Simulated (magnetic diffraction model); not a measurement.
# Which magnetic order? NdZrPb

Space group I4/mmm (no. 139), a = 4.5460 Å, c = 17.2580 Å.

| site | atom | x | y | z |
| --- | --- | --- | --- | --- |
| 4e | Pb | 1/2 | 1/2 | 0.3623 |
| 4e | Nd | 1/2 | 1/2 | 0.1688 |
| 4c | Zr | 1/2 | 0 | 0 |

The compound is invented for this exercise: a known structure type with other elements, its cell scaled to their sizes and not relaxed.

Only Nd is taken to order (form factors of Nd3+); orders and moment sizes are assumed, and not adapted to the symmetry. Radiation: neutrons of λ = 2.0775 Å, 3° to 70°; isotropic B of 0.41 Å² (Pb), 0.48 Å² (Nd) and 0.52 Å² (Zr). The intensities are simulated: I ∝ L Σ (|F_N|² + |F_M⊥|²) for unpolarised neutrons, with F_M = 2.695 fm/μB × Σ f(s) S exp(2πi Q·r) exp(−B s²) at Q = H ± k (one set where k and −k are equivalent), only the part normal to Q counting and L = 1/(sin²θ cos θ). For collinear order S is the moment m, which repeats by lattice and centring translations R with the sign exp(−2πi k·R). Form factors are spin-only for 3d ions and dipole or tabulated for f ions, scattering lengths are Sears's of 1992, and absorption is left out. A label names one of the reflections at its angle. The strongest nuclear line in the range is 100, and lines under 0.2 are left out.

Above the ordering temperature:

| 2θ (°) | index | I |
| --- | --- | --- |
| 13.83 | (0 0 2) | 1.9 |
| 27.34 | (1 0 1) | 4.0 |
| 27.86 | (0 0 4) | 4.9 |
| 37.71 | (1 1 0) | 19.7 |
| 40.34 | (1 1 2) | 56.3 |
| 42.34 | (0 0 6) | 29.4 |
| 44.40 | (1 0 5) | 18.1 |
| 47.53 | (1 1 4) | 100.0 |
| 54.39 | (2 0 0) | 60.8 |
| 56.40 | (2 0 2) | 0.5 |
| 57.28 | (1 0 7) | 6.8 |
| 57.57 | (0 0 8) | 4.9 |
| 57.97 | (1 1 6) | 4.4 |
| 61.92 | (2 1 1) | 1.9 |
| 62.20 | (2 0 4) | 4.7 |

Below it (cell unchanged):

```csv
2θ (°),I
6.90,46.0
13.83,1.9
20.81,20.9
26.42,12.8
27.34,4.0
27.86,4.9
29.93,6.6
35.03,2.2
37.71,19.7
38.38,2.9
38.77,3.6
40.34,56.3
42.34,29.4
43.45,11.2
44.40,18.1
47.53,100.0
49.84,0.6
50.60,11.2
52.41,2.8
54.39,60.8
54.90,1.3
56.40,0.5
57.28,6.8
57.57,4.9
57.97,4.4
58.86,5.4
61.45,4.3
61.92,1.9
62.20,4.7
63.33,2.3
64.14,1.1
64.41,2.5
65.60,1.9
66.35,1.5
68.78,1.6
```

**Question.** Find the propagation vector, then choose among these models:
A. collinear moments along [010], 3.1 μB on Nd; signs + at (1/2, 1/2, 0.1688), + at (0, 0, 0.3312)
B. collinear moments along [001], 3.1 μB on Nd; signs + at (1/2, 1/2, 0.1688), + at (0, 0, 0.3312)
C. collinear moments along [010], 3.1 μB on Nd; signs + at (1/2, 1/2, 0.1688), − at (0, 0, 0.3312)
D. collinear moments along [001], 3.1 μB on Nd; signs + at (1/2, 1/2, 0.1688), − at (0, 0, 0.3312)

The new lines index as (0 0 1) at 6.90°, (0 0 3) at 20.81°, (1 0 0) at 26.42° and (1 0 2) at 29.93°, that is as H ± k with k = (0 1 0). The indices are whole but break the lattice centring, so the moments reverse under a centring translation, those with k·t a half-integer.

Magnetic intensity, observed (below minus above) and for each model:

| 2θ (°) | index | observed | A | B | C | D |
| --- | --- | --- | --- | --- | --- | --- |
| 6.90 | (0 0 1) | 46.0 | 146.9 | <0.2 | 46.0 | <0.2 |
| 20.81 | (0 0 3) | 20.9 | <0.2 | <0.2 | 20.9 | <0.2 |
| 26.42 | (1 0 0) | 12.8 | <0.2 | <0.2 | 12.8 | 25.7 |
| 29.93 | (1 0 2) | 6.6 | 17.5 | 22.6 | 6.6 | 8.5 |
| 38.38 | (1 1 1) | 2.9 | 9.3 | 17.4 | 2.9 | 5.5 |
| 38.77 | (1 0 4) | 3.6 | 14.0 | 8.7 | 3.6 | 2.2 |
| 43.45 | (1 1 3) | 11.2 | <0.2 | <0.2 | 11.2 | 13.8 |
| 50.60 | (1 0 6) | 11.2 | <0.2 | <0.2 | 11.2 | 3.7 |

Model C matches.

The structure used: k = (0 1 0), collinear moments along [010], 3.1 μB on Nd; signs + at (1/2, 1/2, 0.1688), − at (0, 0, 0.3312).

[Logs are printed without paths, hosts, clocks, repeated set-up lines and the standing remarks that a program may print on its own settings, such as how far it seeks lower states.]
